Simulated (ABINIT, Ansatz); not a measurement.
# Tb (P6_3/mmc): from the cell to the phonon bands, part 2 of 4

How does Tb (P6_3/mmc) vibrate, and is this structure a minimum?

ABINIT 10.8.3; DFT PBEsol, scalar-relativistic, plane waves, PseudoDojo norm-conserving, 4f in core pseudopotentials (the lanthanide files made for PBE).

So far. Step 3 (Relaxation): The volume changes by -4.9 % in this run and stands -4.9 % from the first cell. Step 4 (Ground state): The cell stands at -0.66 GPa: the relaxation ran with a smoothed and higher cutoff, and the difference is a stress of the finite basis. The relaxed cell has a = 3.544, c = 5.590 Å (conventional setting).

### 5. Zone-centre response

At q = 0 one unit cell holds all displacements. The response is solved for single atoms along the cell's directions, and symmetry skips those that follow from others. The crystal is treated as a metal, which screens a static field, so no field response is asked.

File dfpt_gamma.abi:

```

# common to the responses
getwfk_filepath "gso_WFK"
kptopt 2
nqpt 1
qpt 0.0 0.0 0.0
asr 0
chneut 0

# displacements
rfphon 1
rfatpol 1 2
rfdir 1 1 1
tolvrs 1.0d-10
prtwf 0
prtpot 1

# basis, mesh and filling
ecut 21.0
ixc -116133
ngkpt 9 9 6
nshiftk 1
shiftk 0.0 0.0 0.0
istwfk *1
occopt 7
tsmear 0.01
nband 18
nstep 100
diemac 1000000.0
prtebands 0
prtgsr 0

# cell and atoms
acell 6.697794654 6.697794654 10.56449298
rprim 
    1.0 0.0 0.0
    -0.5 0.8660254038 0.0
    0.0 0.0 1.0
ntypat 1
znucl 65
natom 2
typat 1 1
xred 
    1/3 2/3 0.25
    2/3 1/3 0.75
pp_dirpath "./pseudo"
pseudos "Tb.upf"
```

Started as:

```console
> OMP_NUM_THREADS=1 mpirun -n 8 abinit dfpt_gamma.abi > dfpt_gamma.log
```

Numbers of over 12 decimals in the logs are rounded to 6 here.

dfpt_gamma.abo, the main output file:

```text
[banners, grids, parts of the stress and lines that vanish by symmetry left out]
- input  file    -> dfpt_gamma.abi
- output file    -> dfpt_gamma.abo
- root for input  files -> dfpt_gammai
- root for output files -> dfpt_gammao

 Symmetries : space group P6_3/m m c (#194); Bravais hP (primitive hexag.)
================================================================================
 Values of the parameters that define the memory need of the present run (RF).
     intxc =       0      iscf =       7    lmnmax =       7     lnmax =       7
     mgfft =      45  mpssoang =       4    mqgrid =    3001     natom =       2
  nloc_mem =       1    nspden =       1   nspinor =       1    nsppol =       1
      nsym =      24    n1xccc =    2501    ntypat =       1    occopt =       7
   xclevel =       2
-    mband =          18        mffmem =           1         mkmem =          31
-   mkqmem =          31        mk1mem =          31           mpw =        1906
      nfft =       40500          nkpt =         244
- my_mband =          18
================================================================================
================================================================================

--------------------------------------------------------------------------------
------------- Echo of variables that govern the present computation ------------
--------------------------------------------------------------------------------
-
- outvars: echo of selected default values
-   iomode0 =  0 , fftalg0 =312 , wfoptalg0 =  0
-
- outvars: echo of global parameters not present in the input file
-  max_nthreads =    1
-
 -outvars: echo values of preprocessed input variables
 [... echo left out ...]
================================================================================

 chkinp: Checking input parameters for consistency.

[...]
== DATASET  1 ==================================================================
-   mpi_nproc: 8, omp_nthreads: 1 (-1 if OMP is not activated)

--- !DatasetInfo
iteration_state: {dtset: 1, }
dimensions: {natom: 2, nkpt: 244, mband: 18, nsppol: 1, nspinor: 1, nspden: 1, mpw: 1906, }
cutoff_energies: {ecut:  21.0, pawecutdg:  -1.0, }
electrons: {nelect:   2.20000000E+01, charge:   0.00000000E+00, occopt:   7.00000000E+00, tsmear:   1.00000000E-02, }
meta: {optdriver: 1, rfphon: 1, }
...

 mkfilename: getwfk from: gso_WFK

 Real(R)+Recip(G) space primitive vectors, cartesian coordinates (Bohr,Bohr^-1):
 R(1)=  6.6977947  0.0000000  0.0000000  G(1)=  0.1493029  0.0862001  0.0000000
 R(2)= -3.3488973  5.8004603  0.0000000  G(2)=  0.0000000  0.1724001  0.0000000
 R(3)=  0.0000000  0.0000000 10.5644930  G(3)=  0.0000000  0.0000000  0.0946567
 Unit cell volume ucvol=  4.1043364E+02 bohr^3
 Angles (23,13,12)=  9.00000000E+01  9.00000000E+01  1.20000000E+02 degrees
 setup1 : take into account q-point for computing boxcut.

 getcut: wavevector=  0.0000  0.0000  0.0000  ngfft=  30  30  45
         ecut(hartree)=     21.000   => boxcut(ratio)=   2.01897

--- Pseudopotential description ------------------------------------------------
- pspini: atom type   1  psp file is ./pseudo/Tb.upf

   1.26817954E+03                                ecore*ucvol(ha*bohr**3)
--------------------------------------------------------------------------------

 ==>  initialize data related to q vector <==

 The list of irreducible perturbations for this q vector is:
    1)    idir= 1    ipert=   1
    2)    idir= 3    ipert=   1

[...]
The perturbation idir=   2  ipert=   1 is
 symmetric of a previously calculated perturbation.
 So, its SCF calculation is not needed.

 The perturbation idir=   1  ipert=   2 is
 symmetric of a previously calculated perturbation.
 So, its SCF calculation is not needed.

 The perturbation idir=   2  ipert=   2 is
 symmetric of a previously calculated perturbation.
 So, its SCF calculation is not needed.

 The perturbation idir=   3  ipert=   2 is
 symmetric of a previously calculated perturbation.
 So, its SCF calculation is not needed.

--------------------------------------------------------------------------------
 Perturbation wavevector (in red.coord.)   0.000000  0.000000  0.000000
 Perturbation : displacement of atom   1   along direction   1
 Found     2 symmetries that leave the perturbation invariant.

[...]
dfpt_looppert : total number of electrons, from k and k+q
  fully or partially occupied states are    2.200000E+01 and    2.200000E+01.
 Initialisation of the first-order wave-functions :
  ireadwf=   0

--- !BeginCycle
iteration_state: {dtset: 1, }
solver: {iscf: 7, nstep: 100, nline: 4, wfoptalg: 0, }
tolerances: {tolvrs: 1.00E-10, }
...

     iter   2DEtotal(Ha)        deltaE(Ha) residm    vres2
-ETOT  1  0.790938     -9.338E+02 8.690E-01 6.936E+01
 ETOT  2  0.483364     -3.076E-01 1.821E-01 6.208E+00
 ETOT  3  0.477340     -6.024E-03 2.556E-02 4.689E-02
 ETOT  4  0.477326     -1.411E-05 1.571E-02 5.043E-04
 ETOT  5  0.477326     -3.376E-07 3.434E-03 1.005E-05
[...]
At SCF step    9       vres2   =  3.63E-12 < tolvrs=  1.00E-10 =>converged.
[...]
Mean square residual over all n,k,spin=   33.960E-09; max=  88.797E-06

 Thirteen components of 2nd-order total energy (hartree) are
 1,2,3: 0th-order hamiltonian combined with 1st-order wavefunctions
     kin0=   6.45979117E+02 eigvalue=   1.15119515E+02  local=  -3.77404781E+02
 4,5,6: 1st-order hamiltonian combined with 1st and 0th-order wfs
 loc psp =  -1.26505170E+03  Hartree=   2.99603182E+02     xc=  -7.68476972E+01
 note that "loc psp" includes a xc core correction that could be resolved
 7,8,9: eventually, occupation + non-local contributions
    edocc=   1.30171399E+02     enl0=   1.97458362E+02   enl1=  -6.03106497E+02
 1-9 gives the relaxation energy (to be shifted if some occ is /=2.0)
   erelax=  -9.34079097E+02
 10,11,12 Non-relaxation  contributions : frozen-wavefunctions and Ewald
 fr.local=   6.09786520E+02 fr.nonlo=   3.01422075E+02  Ewald=   8.91314224E+00
 13,14 Frozen wf xc core corrections (1) and (2)
 frxc 1  =  -1.34802476E+02  frxc 2 =   1.49237161E+02
 Resulting in :
 2DEtotal=    0.4773256950E+00 Ha. Also 2DEtotal=    0.129886938522E+02 eV
    (2DErelax=   -9.3407909690E+02 Ha. 2DEnonrelax=    9.3455642259E+02 Ha)
    (  non-var. 2DEtotal :    4.7732557269E-01 Ha)

[...]
Perturbation wavevector (in red.coord.)   0.000000  0.000000  0.000000
 Perturbation : displacement of atom   1   along direction   3
 Found     6 symmetries that leave the perturbation invariant.

--------------------------------------------------------------------------------

--------------------------------------------------------------------------------

 dfpt_looppert : total number of electrons, from k and k+q
  fully or partially occupied states are    2.200000E+01 and    2.200000E+01.
 Initialisation of the first-order wave-functions :
  ireadwf=   0

--- !BeginCycle
iteration_state: {dtset: 1, }
solver: {iscf: 7, nstep: 100, nline: 4, wfoptalg: 0, }
tolerances: {tolvrs: 1.00E-10, }
...

     iter   2DEtotal(Ha)        deltaE(Ha) residm    vres2
-ETOT  1   24.791006679102     -2.623E+03 2.044E+00 7.709E+04
[...]
ETOT  9   3.655957     -2.346E-10 1.897E-07 1.633E-09
 ETOT 10   3.655957      4.820E-11 2.604E-08 7.171E-12

 At SCF step   10       vres2   =  7.17E-12 < tolvrs=  1.00E-10 =>converged.
[...]
Mean square residual over all n,k,spin=   51.181E-12; max=  26.042E-09

 Thirteen components of 2nd-order total energy (hartree) are
 1,2,3: 0th-order hamiltonian combined with 1st-order wavefunctions
     kin0=   1.62631238E+03 eigvalue=   2.82993400E+02  local=  -9.46950063E+02
 4,5,6: 1st-order hamiltonian combined with 1st and 0th-order wfs
 loc psp =  -3.80247570E+03  Hartree=   1.07496432E+03     xc=  -1.95679949E+02
 note that "loc psp" includes a xc core correction that could be resolved
 7,8,9: eventually, occupation + non-local contributions
    edocc=   3.16675472E+02     enl0=   4.86203152E+02   enl1=  -1.48656170E+03
 1-9 gives the relaxation energy (to be shifted if some occ is /=2.0)
   erelax=  -2.64451870E+03
 10,11,12 Non-relaxation  contributions : frozen-wavefunctions and Ewald
 fr.local=   1.49877581E+03 fr.nonlo=   7.44229213E+02  Ewald=   3.69125243E+02
 13,14 Frozen wf xc core corrections (1) and (2)
 frxc 1  =  -3.35507537E+02  frxc 2 =   3.71551934E+02
 Resulting in :
 2DEtotal=    0.3655956714E+01 Ha. Also 2DEtotal=    0.994836502342E+02 eV
    (2DErelax=   -2.6445187042E+03 Ha. 2DEnonrelax=    2.6481746609E+03 Ha)
    (  non-var. 2DEtotal :    3.6559565392E+00 Ha)

[...]
---- first-order wavefunction calculations are completed ----

 ==> Compute Derivative Database <==

 [... matrices left out ...]
  Phonon wavevector (reduced coordinates) :  0.00000  0.00000  0.00000
 Phonon energies in Hartree :
  -8.869158E-06  1.139283E-05  1.139283E-05  2.707951E-04  2.707951E-04
   4.756262E-04
 Phonon frequencies in cm-1    :
- -1.946555E+00  2.500438E+00  2.500438E+00  5.943265E+01  5.943265E+01
-  1.043879E+02

== END DATASET(S) ==============================================================
================================================================================

 -outvars: echo values of variables after computation
            acell      6.6977946540E+00  6.6977946540E+00  1.0564492980E+01 Bohr
           etotal      3.6559567137E+00
            fcart      0.0000000000E+00  0.0000000000E+00  0.0000000000E+00
           strten      0.0000000000E+00  0.0000000000E+00  0.0000000000E+00
================================================================================
```

The job ended after 56 s (8 MPI ranks of Arm Neoverse N1, shared host).

Read from the output:

```
largest acoustic frequency at the zone centre before the sum rule : 2.5 cm⁻¹
highest optical zone-centre mode (no LO-TO term)                  : 104.4 cm⁻¹
lowest optical zone-centre mode                                   : 59.43 cm⁻¹
```

The acoustic modes at Γ come out as far as 2.5 cm⁻¹ from zero, where they should vanish, a small numerical error.

### 6. Phonons on a q mesh

Linear response treats each wavevector of the 3×3×2 mesh in the unit cell; the first-order potentials are kept for the electron-phonon matrix elements.

File dfpt_q.abi:

```
ndtset 5

# wavevectors
qpt1 0.3333333333 0.0 0.0
qpt2 0.3333333333 0.3333333333 0.0
qpt3 0.0 0.0 0.5
qpt4 0.3333333333 0.0 0.5
qpt5 0.3333333333 0.3333333333 0.5

# displacements
getwfk_filepath "gso_WFK"
getwfq_filepath "gso_WFK"
kptopt 3
nqpt 1
rfphon 1
rfatpol 1 2
rfdir 1 1 1
tolvrs 1.0d-10
prtwf 0
prtpot 1

# basis, mesh and filling
ecut 21.0
ixc -116133
ngkpt 9 9 6
nshiftk 1
shiftk 0.0 0.0 0.0
istwfk *1
occopt 7
tsmear 0.01
nband 18
nstep 100
diemac 1000000.0
prtebands 0
prtgsr 0

# cell and atoms
acell 6.697794654 6.697794654 10.56449298
rprim 
    1.0 0.0 0.0
    -0.5 0.8660254038 0.0
    0.0 0.0 1.0
ntypat 1
znucl 65
natom 2
typat 1 1
xred 
    1/3 2/3 0.25
    2/3 1/3 0.75
pp_dirpath "./pseudo"
pseudos "Tb.upf"
```

Started as:

```console
> OMP_NUM_THREADS=1 mpirun -n 8 abinit dfpt_q.abi > dfpt_q.log
```

dfpt_q.abo, the main output file:

```text
[banners, grids, parts of the stress and lines that vanish by symmetry left out]
- input  file    -> dfpt_q.abi
- output file    -> dfpt_q.abo
- root for input  files -> dfpt_qi
[...]
DATASET    1 : space group P6_3/m m c (#194); Bravais hP (primitive hexag.)
[...]
nfft =       40500          nkpt =         486
[...]
DATASET    2 : space group P6_3/m m c (#194); Bravais hP (primitive hexag.)
[...]
nfft =       40500          nkpt =         486
[...]
DATASET    3 : space group P6_3/m m c (#194); Bravais hP (primitive hexag.)
[...]
nfft =       40500          nkpt =         486
[...]
DATASET    4 : space group P6_3/m m c (#194); Bravais hP (primitive hexag.)
[...]
nfft =       40500          nkpt =         486
[...]
DATASET    5 : space group P6_3/m m c (#194); Bravais hP (primitive hexag.)
[...]
nfft =       40500          nkpt =         486
[...]
== DATASET  1 ==================================================================
[...]
cutoff_energies: {ecut:  21.0, pawecutdg:  -1.0, }
[...]
Perturbation : displacement of atom   1   along direction   1
[...]
-ETOT  1   28.846841021808     -1.063E+03 1.393E+00 2.469E+05
 ETOT  2   48.181200968479      1.933E+01 2.252E+00 4.318E+05
 ETOT  3   2.062003     -4.612E+01 3.103E-01 8.637E+02
 ETOT  4   1.953420     -1.086E-01 3.550E-02 1.010E+01
 ETOT  5   1.949920     -3.500E-03 4.069E-02 3.959E-01
[...]
At SCF step   13       vres2   =  6.13E-11 < tolvrs=  1.00E-10 =>converged.
[...]
Perturbation : displacement of atom   1   along direction   2
[...]
-ETOT  1   1.620096     -9.522E+02 1.128E+00 5.784E+01
[...]
At SCF step   10       vres2   =  8.51E-12 < tolvrs=  1.00E-10 =>converged.
[...]
Perturbation : displacement of atom   1   along direction   3
[...]
-ETOT  1   8.938977     -2.499E+03 2.584E+00 1.081E+04
[...]
At SCF step   11       vres2   =  2.03E-11 < tolvrs=  1.00E-10 =>converged.
[...]
Phonon wavevector (reduced coordinates) :  0.33333  0.00000  0.00000
 Phonon energies in Hartree :
[...]
Phonon frequencies in cm-1    :
-  4.744862E+01  5.098247E+01  8.503458E+01  8.622858E+01  9.385338E+01
-  1.020463E+02
[...]
== DATASET  2 ==================================================================
[...]
cutoff_energies: {ecut:  21.0, pawecutdg:  -1.0, }
[...]
Perturbation : displacement of atom   1   along direction   1
[...]
-ETOT  1   6.987567     -1.050E+03 9.924E-01 1.553E+04
[...]
At SCF step   10       vres2   =  6.79E-11 < tolvrs=  1.00E-10 =>converged.
[...]
Perturbation : displacement of atom   1   along direction   3
[...]
-ETOT  1   5.376351     -2.445E+03 5.749E+00 1.600E+03
[...]
At SCF step    9       vres2   =  3.07E-11 < tolvrs=  1.00E-10 =>converged.
[...]
Phonon wavevector (reduced coordinates) :  0.33333  0.33333  0.00000
 Phonon energies in Hartree :
[...]
Phonon frequencies in cm-1    :
-  7.466995E+01  7.466995E+01  7.561728E+01  7.561728E+01  9.364962E+01
-  1.048776E+02
[...]
== DATASET  3 ==================================================================
[...]
cutoff_energies: {ecut:  21.0, pawecutdg:  -1.0, }
[...]
- 65.00000  11.00000  180302                  znucl, zion, pspdat
[...]
Perturbation : displacement of atom   1   along direction   1
[...]
-ETOT  1   4.893627     -1.048E+03 1.265E+00 7.059E+03
[...]
At SCF step   10       vres2   =  2.32E-11 < tolvrs=  1.00E-10 =>converged.
[...]
Perturbation : displacement of atom   1   along direction   3
[...]
-ETOT  1   10.250910535577     -2.462E+03 1.969E+00 1.350E+04
[...]
ETOT  9   4.449777     -5.866E-11 4.953E-01 2.420E-09
 ETOT 10   4.449777      3.956E-11 5.384E+00 2.096E-11
 At SCF step   10       vres2   =  2.10E-11 < tolvrs=  1.00E-10 =>converged.
[...]
Phonon wavevector (reduced coordinates) :  0.33333  0.33333  0.50000
 Phonon energies in Hartree :
[...]
Phonon frequencies in cm-1    :
-  4.181830E+01  4.181830E+01  9.878526E+01  9.878526E+01  1.039123E+02
-  1.039123E+02
[...]
strten3     0.0000000000E+00  0.0000000000E+00  0.0000000000E+00
           
================================================================================
```

The job ended after 19 min (8 MPI ranks; 2.6 h of CPU time).

This step gave:

- lowest mode on the q mesh (acoustic ones at the zone centre apart): 41.82 cm⁻¹

Frequencies (cm⁻¹) before the sum rule at the irreducible wavevectors but Γ, which is solved apart; negative means imaginary. Frequencies by wavevector:

```
    q (fractions)  star  mode 1  mode 2  mode 3  mode 4  mode 5  mode 6
       0.3333 0 0     6   47.45   50.98   85.03   86.23   93.85     102
  0.3333 0.3333 0     2   74.67   74.67   75.62   75.62   93.65   104.9
          0 0 0.5     1   44.42   44.42   44.42   44.42   83.38   83.38
     0.3333 0 0.5     6   65.09   65.09   68.09   68.09   102.7   102.7
0.3333 0.3333 0.5     2   41.82   41.82   98.79   98.79   103.9   103.9
```

[end of part 2 of 4]

[Host names and launcher messages were left out of these logs when they were recorded.]

[Logs are printed without paths, hosts, clocks, repeated set-up lines and the standing remarks that a program may print on its own settings, such as how far it seeks lower states.]

[Hosts, paths, dates, database ids (printed as entryN), source tags and the programs' standing remarks are cut or masked in the printed files.]
